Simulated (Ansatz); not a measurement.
## Ti (Im-3m, 1 atom in the cell): relaxing the cell for a phonon run

Wanted: the relaxed cell of Ti (Im-3m, 1 atom in the cell).

Calculated with Ansatz 0.2.0; DFT PBEsol, scalar-relativistic, plane waves, PAW.

Most raw output is cut from this account.

This is not the structure that Ti takes at ambient pressure and room temperature (hexagonal, No. 194); it is a model or a phase of other conditions.

### Step 1. Set-up

The structure is cubic, space group Im-3m (No. 229). The conventional cell has a = 3.282 Å, b = 3.282 Å, c = 3.282 Å, α = 90.00°, β = 90.00°, γ = 90.00°. Nearest to Ti lie 8 Ti at 2.84 Å.

Coordinates:

```cif
data_structure
_symmetry_space_group_name_H-M 'Im-3m'
_symmetry_Int_Tables_number 229
_cell_length_a 3.2820
_cell_length_b 3.2820
_cell_length_c 3.2820
_cell_angle_alpha 90.000
_cell_angle_beta 90.000
_cell_angle_gamma 90.000
_cell_volume 35.35
loop_
_atom_site_label
_atom_site_type_symbol
_atom_site_symmetry_multiplicity
_atom_site_Wyckoff_symbol
_atom_site_fract_x
_atom_site_fract_y
_atom_site_fract_z
_atom_site_occupancy
Ti1 Ti 2 a 0.00000 0.00000 0.00000 1
```

### Step 2. Probe on a coarse mesh

First a cheap look: the gap decides the mesh and the occupations, the pressure tells how far the cell has to move.

input.yaml reads:

```yaml
crystal:
  lattice:
    - [-1.641, 1.641, 1.641]
    - [1.641, -1.641, 1.641]
    - [1.641, 1.641, -1.641]
  atoms:
    - { symbol: Ti, position: [0.0, 0.0, 0.0] }
kpoints:
  mp_grid: { grid: [8, 8, 8] }
hamiltonian:
  xc: pbesol
scf:
  occupations: { method: gaussian, width: 0.1 }
output:
  forces: true
  stress: true
  eigenvalues: true
```

On the command line:

```bash
ansatz run input.yaml --threads 4 --pin off --max-ram 7168MiB --backend cpu --events-out ev --progress --plain --runs-dir out
```

Run time: 0.28 s. Hardware: 4 threads of Arm Neoverse V2, shared host; peak memory 0.24 GiB.

This step gave:

```
pressure          : -6.925 GPa
volume per atom   : 17.68 Å³
gap on the k-mesh : 0 eV
```

The coarse mesh shows no gap and a pressure of -6.9 GPa.

### Step 3. Bringing the structure to rest

The cell and atoms are relaxed, since residual forces and stress would shift the frequencies.

input.yaml, the sections that differ from step 2:

```yaml
kpoints:
  mp_grid: { grid: [18, 18, 18] }
output:
  forces: true
  stress: true
  eigenvalues: true
  write_density: true
  write_potential: true
  elf: true
  volumetric_format: npy
relax:
  adjacent_minimum: "off"
  f_tol: 0.005
  max_steps: 80
  cell: { stress_tol: 0.05 }
# crystal, hamiltonian, scf: as in step 2
```

Wall time 2.9 s (4 threads); peak memory 0.32 GiB; 10 s of CPU time.

Relaxation path:

```csv
step,energy less that of the first step (eV),largest force component (eV/Å),pressure (GPa),volume (Å³)
1,0.0000,0.0000,-6.74,17.68
2,-0.0036,0.0000,7.47,15.57
3,-0.0250,0.0000,-0.50,16.61
4,-0.0251,0.0000,-0.02,16.54
5*,-0.0251,0.0000,-0.01,16.54
```

Relaxation steps marked * repeat the geometry before them on a plane-wave basis chosen anew for their cell, so energy and pressure can jump there.

```csv
"conventional cell, symmetrised",before,after,change
a (Å),3.282,3.210,-2.2 %
b (Å),3.282,3.210,-2.2 %
c (Å),3.282,3.210,-2.2 %
volume (Å³/atom),17.68,16.54,-6.4 %
```

Final coordinates:

```
Ti
1.0
    -1.60512    1.60512    1.60512
     1.60512   -1.60512    1.60512
     1.60512    1.60512   -1.60512
Ti
1
Direct
  0.00000 0.00000 0.00000
```

Numbers from this step:

- pressure: -0.008786 GPa
- volume per atom: 16.54 Å³

ELF in the ac plane of the conventional cell at fractional y = 0.000, with atoms of Ti within 0.2 Å of it. It is the smooth field of the valence electrons, not physical close to the nuclei.

Values, 14 rows by 14 columns, each cell a mean:
```
0.22 0.39 0.57 0.44 0.21 0.21 0.37 0.45 0.33 0.17 0.25 0.51 0.56 0.35
0.51 0.55 0.55 0.35 0.18 0.25 0.42 0.50 0.38 0.19 0.20 0.41 0.59 0.56
0.54 0.49 0.36 0.22 0.19 0.34 0.49 0.56 0.46 0.27 0.17 0.24 0.41 0.51
0.28 0.25 0.19 0.19 0.28 0.43 0.53 0.57 0.52 0.38 0.24 0.17 0.20 0.25
0.16 0.18 0.22 0.30 0.41 0.50 0.52 0.54 0.52 0.48 0.38 0.27 0.19 0.17
0.31 0.34 0.41 0.47 0.52 0.51 0.49 0.48 0.50 0.52 0.52 0.46 0.38 0.33
0.44 0.46 0.52 0.56 0.56 0.52 0.47 0.46 0.48 0.54 0.57 0.56 0.50 0.45
0.35 0.38 0.45 0.51 0.54 0.52 0.49 0.47 0.49 0.52 0.53 0.49 0.42 0.37
0.19 0.21 0.27 0.36 0.46 0.51 0.52 0.52 0.51 0.50 0.43 0.34 0.25 0.21
0.21 0.20 0.17 0.20 0.31 0.46 0.54 0.56 0.52 0.41 0.28 0.19 0.18 0.21
0.48 0.42 0.29 0.18 0.20 0.36 0.51 0.56 0.47 0.30 0.19 0.22 0.35 0.44
0.57 0.58 0.51 0.29 0.17 0.27 0.45 0.52 0.41 0.22 0.19 0.36 0.55 0.57
0.30 0.46 0.58 0.42 0.20 0.21 0.38 0.46 0.34 0.18 0.25 0.49 0.55 0.39
0.07 0.30 0.57 0.48 0.21 0.19 0.35 0.44 0.31 0.16 0.28 0.54 0.51 0.22
```
Columns run along a (3.2 Å), rows up along c (3.2 Å), edges of the conventional cell, whose origin can differ from the input's. Atoms in or near the plane, at fractional coordinates: Ti at (0.00, 0.00).

Valence density in the ac plane of the conventional cell at fractional y = 0.000, with atoms of Ti within 0.2 Å of it. It is the smooth field of the valence electrons, not physical close to the nuclei.

Ten even steps from '_' (0 e/Å³) to '@' (10 e/Å³), each cell a mean:
```
@@##==..______________::++%%
**++::________________..--++
::..____________________..::
____________________________
____________________________
____________________________
____________________________
____________________________
____________________________
____________________________
....______________________..
++==..__________________::==
%%##==..______________..++##
@@%%++..______________::**@@
```
Columns run along a (3.2 Å), rows up along c (3.2 Å), edges of the conventional cell, whose origin can differ from the input's. Atoms in or near the plane, at fractional coordinates: Ti at (0.00, 0.00).

Electrostatic potential energy in the ac plane of the conventional cell at fractional y = 0.000, with atoms of Ti within 0.2 Å of it. With pseudopotentials it is smooth inside the atoms' cores, unlike the true potential.

Ten even steps from '_' (-24 eV) to '@' (16 eV), each cell a mean:
```
______--**%%@@@@@@%%++::____
____..==##@@@@@@@@%%**--..__
::::==**%%@@@@@@@@@@%%**--::
++++##%%@@@@@@@@@@@@@@%%**++
%%%%%%@@@@@@@@@@@@@@@@@@%%%%
@@@@@@@@@@@@@@@@@@@@@@@@@@@@
@@@@@@@@@@@@@@@@@@@@@@@@@@@@
@@@@@@@@@@@@@@@@@@@@@@@@@@@@
%%@@@@@@@@@@@@@@@@@@@@@@@@%%
****##%%@@@@@@@@@@@@@@%%##**
::--++##%%@@@@@@@@@@%%**==--
__..::++##@@@@@@@@%%##==..__
____..--**@@@@@@@@%%++::____
______::**%%@@@@@@%%++::____
```
Columns run along a (3.2 Å; values clipped at the 3rd and 97th percentile), rows up along c (3.2 Å), edges of the conventional cell, whose origin can differ from the input's. Atoms in or near the plane, at fractional coordinates: Ti at (0.00, 0.00).

In this step the volume went from 17.68 to 16.54 Å³/atom.

### Step 4. Relaxing to small forces for the phonons

Phonons need a cell at rest on their own settings, so the relaxation is repeated with tight tolerances on forces and stress on the k mesh and occupations of the first response run.

input.yaml reads:

```yaml
crystal:
  lattice:
    - [-1.6051160627, 1.6051160627, 1.6051160627]
    - [1.6051160627, -1.6051160627, 1.6051160627]
    - [1.6051160627, 1.6051160627, -1.6051160627]
  atoms:
    - { symbol: Ti, position: [0.0, 0.0, 0.0] }
kpoints:
  mp_grid: { grid: [20, 20, 20] }
hamiltonian:
  xc: pbesol
scf:
  occupations: { method: methfessel_paxton, width: 0.2 }
output:
  forces: true
  stress: true
  eigenvalues: true
relax:
  adjacent_minimum: "off"
  f_tol: 0.001
  max_steps: 60
  cell: { stress_tol: 0.01 }
```

Wall time 2.5 s (4 threads); peak memory 0.34 GiB.

Little changed from the start: no atom moved by 0.005 Å and no cell edge by 0.1 %.

This step gave:

| Property | Result |
| --- | --- |
| pressure | -6.73e-4 GPa |
| volume per atom | 16.52 Å³ |

The forces vanish by symmetry and the pressure is -0.001 GPa, within the tolerances set. The cell now holds 16.52 Å³/atom.

### Step 5. Outcome

```
space group after relaxation (within 0.01 Å) : Im-3m
lattice constant a                           : 3.209 Å
lattice constant b                           : 3.209 Å
lattice constant c                           : 3.209 Å
volume per atom                              : 16.5 Å³
```

What this shows: The forces vanish by symmetry and the pressure is -0.001 GPa, within the tolerances set. The cell now holds 16.52 Å³/atom. The relaxation keeps the symmetry of its start, so it says nothing on stability against lower symmetry.

[Logs are printed without paths, hosts, clocks, repeated set-up lines and the standing remarks that a program may print on its own settings, such as how far it seeks lower states.]

[Hosts, paths, dates, database ids (printed as entryN), source tags and the programs' standing remarks are cut or masked in the printed files.]
